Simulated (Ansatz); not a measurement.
# What InH (model cell, started as layered BN type) distorts into, part 2 of 2

Which phase does InH (model cell, started as layered BN type) fall into along its unstable mode, and how much energy does it gain?

Ansatz 0.2.0; DFT PBE, scalar-relativistic, plane waves, PAW.

So far. Step 4 (The mode frozen in, largest atomic shift 0.6 Å): The run ends at a pressure of -0.71 GPa, with forces up to 0.24 eV/Å. Step 5 (Energy along the mode, all amplitudes (two of the runs …): The lowest of the steps tried is the last one, at 0.6 Å, 113 meV/atom below the parent; the bottom of the well need not coincide with a step.

The structure was built from a prototype and need not be the compound's stable phase.

## (6) Relaxation from the frozen mode

Starting from the lowest point found, all atoms and the cell are let go, so that strain and other modes of the same symmetry can join in.

input.yaml reads:

```yaml
crystal:
  lattice:
    - [3.7721968407, 2.531e-06, 0.0]
    - [-1.8861006122, 3.2668170266, 0.0]
    - [0.0, 0.0, 5.8913884265]
  atoms:
    - { symbol: In, position: [0.3333333333, 0.6666666667, 0.2505736598] }
    - { symbol: In, position: [0.6666666667, 0.3333333333, 0.7494263402] }
    - { symbol: H, position: [0.6666666667, 0.3333333333, 0.148156435] }
    - { symbol: H, position: [0.3333333333, 0.6666666667, 0.851843565] }
kpoints:
  mp_grid: { grid: [12, 12, 6] }
hamiltonian:
  xc: pbe
scf:
  occupations: { method: methfessel_paxton, width: 0.15 }
output:
  forces: true
  stress: true
  eigenvalues: true
relax:
  adjacent_minimum: "off"
  f_tol: 0.002
  max_steps: 120
  cell: { stress_tol: 0.03 }
```

The run is started by

```console
> ansatz run input.yaml --threads 4 --pin off --max-ram 7168MiB --backend cpu --events-out ev --progress --plain --runs-dir out
```

Numbers of over 12 decimals in the logs are rounded to 6 here.

What it wrote:

```text
[...]
Crystal: 4 atoms, lattice volume = 72.600 Å³
Basis set: ecut = 420 eV, 1423 PW (Γ), exchange–correlation on 54×54×80 points (8 copies of the dense FFT grid, shifted against one another)
Bands: 18, of which v1, the nominal top of the filled ones, is band 14 counted from 1 (13 counted from 0)
Symmetry: 12 space group operations
[...]
k-points: 100 of 864
[...]
SCF iter   1: F=—  HF=-11225.936788 eV  |F-HF|=—  |Δ(HF+E_count)|=         —  Δρ=2.78e-3  dr2=1.16e-2  ethr=1.77e-3  ⟨swp⟩=5.6  Hψ=8705  notcnv=0
[...]
SCF iter   8: F=-11225.933842 eV  HF=-11225.933842 eV  |F-HF|=4.32e-9  |Δ(HF+E_count)|=   8.90e-9  S|Δr|=    0.00e0  Δρ=4.61e-6  dr2=1.27e-8  ethr=3.57e-10  ⟨swp⟩=4.1  Hψ=5590  notcnv=0
SCF 1 converged in 8 iterations: F = -11225.933842 eV  dr2 = 1.27e-8
[...]
relax step   1: F+E_penalty+E_count = -11225.93384171 eV  Δ(F+E_penalty+E_count) = +0.000e0 eV  max|allowed force component| = 2.352e-1 eV/Å  Δτ_max = 0.0000 Å  P = -0.708 GPa  Ω = 72.600 Å³  (8 SCF iters, dr2 threshold 1.00e-7 eV, accepted)
Crystal: 4 atoms, lattice volume = 69.046 Å³
Basis set: ecut = 420 eV, 1363 PW (Γ), exchange–correlation on 54×54×80 points (8 copies of the dense FFT grid, shifted against one another)
[...]
iter 1 solved again at ethr=1.04e-4 eV; its pass at ethr=3.10e-3 eV (dr2=2.92e-2 eV) is discarded
[...]
SCF iter   7: F=-11225.933302 eV  HF=-11225.933302 eV  |F-HF|=1.39e-8  |Δ(HF+E_count)|=   7.78e-8  S|Δr|=    0.00e0  Δρ=8.34e-6  dr2=7.45e-8  ethr=1.43e-9  ⟨swp⟩=5.5  Hψ=7378  notcnv=0
SCF 2 converged in 7 iterations: F = -11225.933302 eV  dr2 = 7.45e-8
relax step   2: F+E_penalty+E_count = -11225.93330205 eV  Δ(F+E_penalty+E_count) = +5.397e-4 eV  max|allowed force component| = 5.035e-1 eV/Å  Δτ_max = 0.1950 Å  P = -0.886 GPa  Ω = 69.046 Å³  energy of the carried Pulay correction = +1.793e-3 eV  (7 SCF iters, dr2 threshold 4.00e-7 eV, rejected (line search))
Crystal: 4 atoms, lattice volume = 70.195 Å³
Basis set: ecut = 420 eV, 1387 PW (Γ), exchange–correlation on 54×54×80 points (8 copies of the dense FFT grid, shifted against one another)
[...]
SCF iter  10: F=-11225.981026 eV  HF=-11225.981026 eV  |F-HF|=3.64e-12  |Δ(HF+E_count)|=  8.19e-11  S|Δr|=    0.00e0  Δρ=8.38e-8  dr2=7.04e-12  ethr=1.00e-12  ⟨swp⟩=6.0  Hψ=8021  notcnv=0
SCF 3 converged in 10 iterations: F = -11225.981026 eV  dr2 = 7.04e-12
relax step   3: F+E_penalty+E_count = -11225.98102575 eV  Δ(F+E_penalty+E_count) = -4.718e-2 eV  max|allowed force component| = 3.233e-2 eV/Å  Δτ_max = 0.0796 Å  P = -0.647 GPa  Ω = 70.195 Å³  energy of the carried Pulay correction = +1.203e-3 eV  (10 SCF iters, accepted)
[...]
relax step   4: F+E_penalty+E_count = -11225.98583932 eV  Δ(F+E_penalty+E_count) = -4.814e-3 eV  max|allowed force component| = 2.715e-2 eV/Å  Δτ_max = 0.0186 Å  P = +0.278 GPa  Ω = 67.910 Å³  energy of the carried Pulay correction = +2.385e-3 eV  (6 SCF iters, dr2 threshold 4.00e-7 eV, accepted)
[...]
relax step   5: F+E_penalty+E_count = -11225.98667165 eV  Δ(F+E_penalty+E_count) = -8.323e-4 eV  max|allowed force component| = 5.695e-3 eV/Å  Δτ_max = 0.0146 Å  P = -0.024 GPa  Ω = 68.493 Å³  energy of the carried Pulay correction = +2.079e-3 eV  (5 SCF iters, dr2 threshold 4.00e-7 eV, accepted)
[...]
relax step   6: F+E_penalty+E_count = -11225.98672527 eV  Δ(F+E_penalty+E_count) = -5.362e-5 eV  max|allowed force component| = 2.163e-3 eV/Å  Δτ_max = 0.0019 Å  P = -0.010 GPa  Ω = 68.445 Å³  energy of the carried Pulay correction = +2.105e-3 eV  (5 SCF iters, dr2 threshold 2.03e-9 eV, accepted)
[...]
relax step   7: F+E_penalty+E_count = -11225.98675440 eV  Δ(F+E_penalty+E_count) = -2.913e-5 eV  max|allowed force component| = 8.373e-4 eV/Å  Δτ_max = 0.0009 Å  P = -0.003 GPa  Ω = 68.413 Å³  energy of the carried Pulay correction = +2.122e-3 eV  (6 SCF iters, dr2 threshold 2.92e-10 eV, accepted)
Basis set: ecut = 420 eV, 1339 PW (Γ), exchange–correlation on 50×50×80 points (8 copies of the dense FFT grid, shifted against one another)
[...]
SCF iter   6: F=-11225.984858 eV  HF=-11225.984858 eV  |F-HF|=3.64e-12  |Δ(HF+E_count)|=    0.00e0  S|Δr|=    0.00e0  Δρ=6.67e-8  dr2=4.82e-12  ethr=1.00e-12  ⟨swp⟩=5.3  Hψ=7901  notcnv=0
SCF 8 converged in 6 iterations: F = -11225.984858 eV  dr2 = 4.82e-12
relax step   8: F+E_penalty+E_count = -11225.98485802 eV  Δ(F+E_penalty+E_count) = +1.896e-3 eV  max|allowed force component| = 7.092e-4 eV/Å  Δτ_max = 0.0000 Å  P = -0.018 GPa  Ω = 68.413 Å³  stress off target by 2.14e-2 GPa  SCF on the basis re-selected at this cell (its energy is not comparable with the rows above)  (6 SCF iters)
basis re-selected at this cell: Δ(F+E_penalty+E_count) = +1.896e-3 eV, ΔP = -0.016 GPa vs the last step (what re-selecting the basis moved, of the pressure what is left beyond the Pulay correction that the steps carried, after the strain that the cell walked since its last selection, with what the two solves' SCF thresholds leave and, on support functions, any second-order correction that the steps lacked; it is no measure of the basis error at this ecutwfc). The dense FFT grid was sized anew with the basis: this SCF ran on 25×25×40 points, the steps before it on 27×27×40, so part of this shift can come from that change (see relax.cell in the input reference). [rest of the remark cut]
SCF converged after 6 iterations
[...]
Free energy (F): -11225.984858 eV
[...]
Internal energy: -11225.986364 eV  (E = F + TS)
E sigma→0 (E₀):  -11225.985235 eV
Entropy (-TS):   0.001506 eV (0.377 meV/atom)
Fermi energy:    7.626008 eV
[...]
--- Forces (eV/Å), atoms counted from 1 ---
  atom   1  In     0.00000000     0.00000000    -0.00025278
  atom   2  In    -0.00000000    -0.00000000     0.00025278
  atom   3  H      0.00000000     0.00000000     0.00070921
  atom   4  H     -0.00000000    -0.00000000    -0.00070921
  max |Σ_I F_I| component: 3.64e-17 eV/Å
--- Stress (GPa, compression-positive) ---
       -0.021420      -0.000000       0.000000
       -0.000000      -0.021420      -0.000000
        0.000000      -0.000000      -0.011598
  P = ⅓ Tr σ = -0.0181 GPa (-0.181 kbar)
--- Band table (eV; the first three rows and the last of 100) ---
  k-point 0: bands = [... 10 lower, -1.9840, 2.2247, 3.7830, 9.1597, 13.0560, 13.0560, 13.3660, 15.0328]
  k-point 1: bands = [... 10 lower, -1.8687, 1.3927, 4.8112, 9.1842, 13.1771, 13.1771, 13.2263, 14.9335]
  k-point 2: bands = [... 10 lower, -1.5448, 0.3442, 6.3316, 9.3216, 12.3229, 13.5246, 13.5246, 13.8117]
  k-point 99: bands = [... 10 lower, 2.6997, 2.6997, 4.3748, 4.3748, 7.0190, 7.2917, 12.3479, 12.3479]
--- Relaxed structure (7 steps of the walk, 6 accepted, 1 SCFs on fresh bases) ---
  F+E_penalty+E_count = -11225.98485802 eV   max|allowed force component| = 7.092e-4 eV/Å   (the final SCF, on the basis selected at the relaxed cell)
  cell:  # Å, volume = 68.4127 Å³
    - [3.704667, 2.4856559865914615e-6, 5.7113221937668725e-18]
    - [-1.852336, 3.208335, -2.8556577782512945e-18]
    - [8.919899701259421e-18, 0, 5.755826]
  atoms:
    - { symbol: In, position: [0.333333, 0.666667, 0.267251] }
    - { symbol: In, position: [0.666667, 0.333333, 0.732749] }
    - { symbol: H, position: [0.666667, 0.333333, 0.134215] }
    - { symbol: H, position: [0.333333, 0.666667, 0.865785] }
```

Elapsed: 14 s, on 4 threads of Arm Neoverse V2, shared host; peak memory 0.44 GiB; 52 s of CPU time.

The steps of the relaxation:

| step | energy less that of the first step (eV) | largest force component (eV/Å) | pressure (GPa) | volume (Å³) |
| --- | --- | --- | --- | --- |
| 1 | 0.0000 | 0.2352 | -0.71 | 72.60 |
| 2 | 0.0005 | 0.5035 | -0.89 | 69.05 |
| 3 | -0.0472 | 0.0323 | -0.65 | 70.20 |
| 4 | -0.0520 | 0.0271 | 0.28 | 67.91 |
| 5 | -0.0528 | 0.0057 | -0.02 | 68.49 |
| 6 | -0.0529 | 0.0022 | -0.01 | 68.45 |
| 7 | -0.0529 | 0.0008 | 0.00 | 68.41 |
| 8* | -0.0510 | 0.0007 | -0.02 | 68.41 |

Relaxation steps marked * repeat the geometry before them on a plane-wave basis chosen anew for their cell, so energy and pressure can jump there. Relaxation step 2 was tried and not accepted.

Forces are held to the 12 operations that the run works with; a distortion that breaks them can't arise in this run.

```
conventional cell, symmetrised  before  after  change
                         a (Å)   3.772  3.705  -1.8 %
                         b (Å)   3.772  3.705  -1.8 %
                         c (Å)   5.891  5.756  -2.3 %
              volume (Å³/atom)   18.15  17.10  -5.8 %
```

The atoms that moved most (Å, as changes of fractional coordinates times the final cell):

```
atom     dx     dy      dz  length
 In1  0.000  0.000   0.096   0.096
 In2  0.000  0.000  -0.096   0.096
  H3  0.000  0.000  -0.080   0.080
  H4  0.000  0.000   0.080   0.080
```

This step gave:

```yaml
pressure: -0.01815 GPa
volume_per_atom: 17.10 Å³
```

The distorted start has space group P-3m1; the relaxation ends in P-3m1.

## (7) The new phase in its own primitive cell

The relaxed structure is symmetrised, reduced to its primitive cell and relaxed tightly, as its phonons need.

input.yaml, the sections that differ from step 6:

```yaml
crystal:
  lattice:
    - [3.7046671783, 0.0, 0.0]
    - [-1.8523335891, 3.2083358889, 0.0]
    - [0.0, 0.0, 5.7558257995]
  atoms:
    - { symbol: In, position: [0.3333333333, 0.6666666667, 0.2672506976] }
    - { symbol: In, position: [0.6666666667, 0.3333333333, 0.7327493024] }
    - { symbol: H, position: [0.6666666667, 0.3333333333, 0.134215186] }
    - { symbol: H, position: [0.3333333333, 0.6666666667, 0.865784814] }
relax:
  adjacent_minimum: "off"
  f_tol: 0.001
  max_steps: 60
  cell: { stress_tol: 0.01 }
# kpoints, hamiltonian, scf, output: as in step 6
```

What it wrote:

```text
[...]
Crystal: 4 atoms, lattice volume = 68.413 Å³
Basis set: ecut = 420 eV, 1339 PW (Γ), exchange–correlation on 50×50×80 points (8 copies of the dense FFT grid, shifted against one another)
Bands: 18, of which v1, the nominal top of the filled ones, is band 14 counted from 1 (13 counted from 0)
Symmetry: 12 space group operations
[...]
k-points: 100 of 864
[...]
--- Relaxed structure (4 steps of the walk, 4 accepted, 1 SCFs on fresh bases) ---
[...]
cell:  # Å, volume = 68.3718 Å³
    - [3.703641, -2.8859482762596666e-11, 0]
    - [-1.851820, 3.207447, 0]
    - [0, 0, 5.755577]
  atoms:
    - { symbol: In, position: [0.333333, 0.666667, 0.267282] }
    - { symbol: In, position: [0.666667, 0.333333, 0.732718] }
    - { symbol: H, position: [0.666667, 0.333333, 0.134253] }
    - { symbol: H, position: [0.333333, 0.666667, 0.865747] }
[key lines of the parts left out:]
SCF converged after 6 iterations
Free energy (F): -11225.984862 eV
Fermi energy:    7.633112 eV
P = ⅓ Tr σ = 0.0001 GPa (0.001 kbar)
```

Run time: 7.4 s. Hardware: 4 threads; peak memory 0.43 GiB.

Little changed from the start: no atom moved by 0.005 Å and no cell edge by 0.1 %.

This step gave:

* pressure: 7.47e-5 GPa
* volume per atom: 17.09 Å³

The largest force component left is 0.21 meV/Å and the pressure is 0.000 GPa, within the tolerances set. The cell now holds 17.09 Å³/atom.

## (8) Modes of the new phase

A relaxed structure may still be a saddle point, so its zone-centre modes are computed. No field response is asked, since the mesh shows no gap.

input.yaml, the sections that differ from step 7:

```yaml
crystal:
  lattice:
    - [3.7036405041, 0.0, 0.0]
    - [-1.851820252, 3.2074467631, 0.0]
    - [0.0, 0.0, 5.7555768742]
  atoms:
    - { symbol: In, position: [0.3333333333, 0.6666666667, 0.2672820905] }
    - { symbol: In, position: [0.6666666667, 0.3333333333, 0.7327179095] }
    - { symbol: H, position: [0.6666666667, 0.3333333333, 0.1342530057] }
    - { symbol: H, position: [0.3333333333, 0.6666666667, 0.8657469943] }
output:
  eigenvalues: true
phonons:
  method: dfpt
# kpoints, hamiltonian, scf: as in step 7
# relax: removed
```

What it wrote:

```text
[...]
Crystal: 4 atoms, lattice volume = 68.372 Å³
Basis set: ecut = 420 eV, 1339 PW (Γ), exchange–correlation on 50×50×80 points (8 copies of the dense FFT grid, shifted against one another)
Bands: 18, of which v1, the nominal top of the filled ones, is band 14 counted from 1 (13 counted from 0)
Symmetry: 12 space group operations
k-points: 242 of 864 (irreducible under 2 space group operations, time reversal used)
[...]
SCF iter   1: F=—  HF=-11225.988558 eV  |F-HF|=—  |Δ(HF+E_count)|=         —  Δρ=3.18e-3  dr2=1.35e-2  ethr=1.77e-3  ⟨swp⟩=5.5  Hψ=21090  notcnv=0
[...]
SCF iter   9: F=-11225.984862 eV  HF=-11225.984862 eV  |F-HF|=3.64e-12  |Δ(HF+E_count)|=  7.28e-12  S|Δr|=    0.00e0  Δρ=4.77e-8  dr2=1.54e-12  ethr=1.00e-12  ⟨swp⟩=5.7  Hψ=17973  notcnv=0
SCF 1 converged in 9 iterations: F = -11225.984862 eV  dr2 = 1.54e-12
[...]
DFPT response loops at Γ: preconditioner auto → Kerker (q_TF=auto, 2.351 Å⁻¹) (partly filled bands, converged f_vac=0.001); β = 1.00, the filter's whole step (`scf.mixing.beta` (0.50) is not read by the response loops under this deck's `scf.mixing.preconditioner`; to damp them name `kerker` or `kerker_dos`, under which they read `scf.mixing.beta`, and type it under 1.00, their step now; both keys bind the ground state too); Broyden in place of MSR1
SCF converged after 9 iterations
[...]
Free energy (F): -11225.984862 eV
[...]
Internal energy: -11225.986384 eV  (E = F + TS)
E sigma→0 (E₀):  -11225.985243 eV
Entropy (-TS):   0.001522 eV (0.380 meV/atom)
Fermi energy:    7.633112 eV
[...]
--- Band table (eV; the first three rows and the last of 242) ---
  k-point 0: bands = [... 10 lower, -1.9810, 2.2276, 3.7869, 9.1710, 13.0677, 13.0677, 13.3744, 15.0450]
  k-point 1: bands = [... 10 lower, -1.8656, 1.3956, 4.8150, 9.1953, 13.1888, 13.1888, 13.2352, 14.9457]
  k-point 2: bands = [... 10 lower, -1.5416, 0.3468, 6.3357, 9.3317, 12.3322, 13.5364, 13.5364, 13.8186]
  k-point 241: bands = [... 10 lower, 1.3105, 2.4898, 4.3294, 5.8862, 8.0626, 8.1211, 11.0403, 12.8720]
--- Phonons (Γ-DFPT): 4 representative perturbations + reference, on 242 of 864 k-points (Σ response iterations 14) ---
  k mesh reduced under 2 symmetry operations, with k and −k counted as one. Each operation leaves every solved perturbation unchanged. A smaller set is not used because it would not reduce the number of displacements times k-points to solve
  ASR residual: 8.798e-6 → 0.000e0 eV/Å²; symmetrization residual: 6.122e-7 eV/Å²
  ASR residual per site (eV/Å²): 8.80e-6 8.80e-6 8.28e-6 8.28e-6
[...]
non-analytic LO–TO correction: not included (Born effective charges unavailable; polar crystals: no LO–TO splitting at Γ)
```

Wall time 34 s (4 threads); peak memory 1.2 GiB.

Numbers from this step:

* sum-rule residual before enforcement: 8.80e-6 eV/Å²
* point group: -3m
* highest optical mode at the zone centre (no LO-TO term): 749.9 cm⁻¹
* lowest optical zone-centre mode: -127.8 cm⁻¹

Patterns of degenerate modes are one choice out of their space. Modes at Γ, with each element's share of the kinetic energy (negative means imaginary):

```
mode  frequency (cm⁻¹)  symmetry  In %  H %
   1            -127.8       A2u     1   99
   2               0.0  acoustic    99    1
   3               0.0  acoustic    99    1
   4               0.0  acoustic    99    1
   5              41.2        Eg   100    0
   6              41.2        Eg   100    0
   7              95.4       A1g   100    0
   8             246.1        Eu     1   99
   9             246.1        Eu     1   99
  10             621.1        Eg     0  100
  11             621.1        Eg     0  100
  12             749.9       A1g     0  100
```

Displacements in mode 1 (-127.8 cm⁻¹), the largest set to 1:
```
In1  0.00  0.00 -0.01
In2  0.00  0.00 -0.01
H3   0.00  0.00  1.00
H4   0.00  0.00  1.00
```

Displacements in mode 12 (749.9 cm⁻¹), the largest set to 1:
```
In1  0.00  0.00  0.00
In2  0.00  0.00  0.00
H3   0.00  0.00  1.00
H4   0.00  0.00 -1.00
```

Before it was imposed, the acoustic sum rule was missed by 8.8e-6 eV/Å². Small misses are needed for a sound result but don't prove that mesh and cutoff are converged. The lowest optical mode is imaginary, 127.8i cm⁻¹, so the energy falls along it.

## (9) The phases reached

The phases reached along the modes that were followed are set side by side.

Energies are those of the first relaxation, on the mesh of the frozen mode; space group, volume and gap are those of the last relaxation. Phases, by row:

```csv
mode frozen in,space group,energy from parent (meV/atom),volume (Å³/atom),gap on mesh (eV),lowest zone-centre optical mode (cm⁻¹),largest shift (Å)
parent,P6_3/mmc,0,18.15,0,–,–
"q = (0, -0.5, 0), 922i cm⁻¹",Pmma,-105,17.17,0,-413.9,0.99
"q = (0, 0, 0), 851i cm⁻¹",P-3m1,-125.3,17.09,0,-127.8,0.666
```

## (10) What came out

```yaml
unstable_mode_of_the_parent: q = (0, 0, 0), 851i cm⁻¹
depth_at_the_lowest_point_sampled: 113 meV/atom
largest_atomic_shift_at_that_point: 0.6 Å
space_group_reached_within_0p01_a: P-3m1
energy_gained_over_the_parent_first_relaxation_on_the_mesh_of_the_frozen_mode: 125 meV/atom
volume_per_atom_phase_reached: 17.1 Å³
lowest_optical_zone_centre_mode_phase_reached: -128 cm⁻¹
highest_optical_mode_at_the_zone_centre_no_lo_to_term_phase_reached: 750 cm⁻¹
```

What this shows: Along this mode the structure falls into P-3m1, 125 meV/atom below the parent. At the parent's cell the well is 112.5 meV/atom deep on the steps tried, with its lowest point at a shift of 0.6 Å. That is the last step tried, so the steps alone don't bracket the bottom of the well. Relaxing atoms and cell changes the gain by +12.75 meV/atom against the lowest step (energies at zero smearing). The new phase still has an imaginary mode at the zone centre of its cell, so it is a saddle point on the way to a lower structure. Of the 2 patterns followed to their end from this parent, this one reaches the lowest energy. Each path keeps the symmetry of its pattern, so a lower phase may lie along a pattern not tried. The q mesh is too sparse to interpolate, so only the solved wavevectors are given. With no gap, or one that is small against the smearing, the frequencies hang on the k mesh and the smearing, most of all near Kohn anomalies. The starting cell was built on a prototype and not taken from a measurement, so the phase need not exist.

[Logs are printed without paths, hosts, clocks, repeated set-up lines and the standing remarks that a program may print on its own settings, such as how far it seeks lower states.]

[Hosts, paths, dates, database ids (printed as entryN), source tags and the programs' standing remarks are cut or masked in the printed files.]
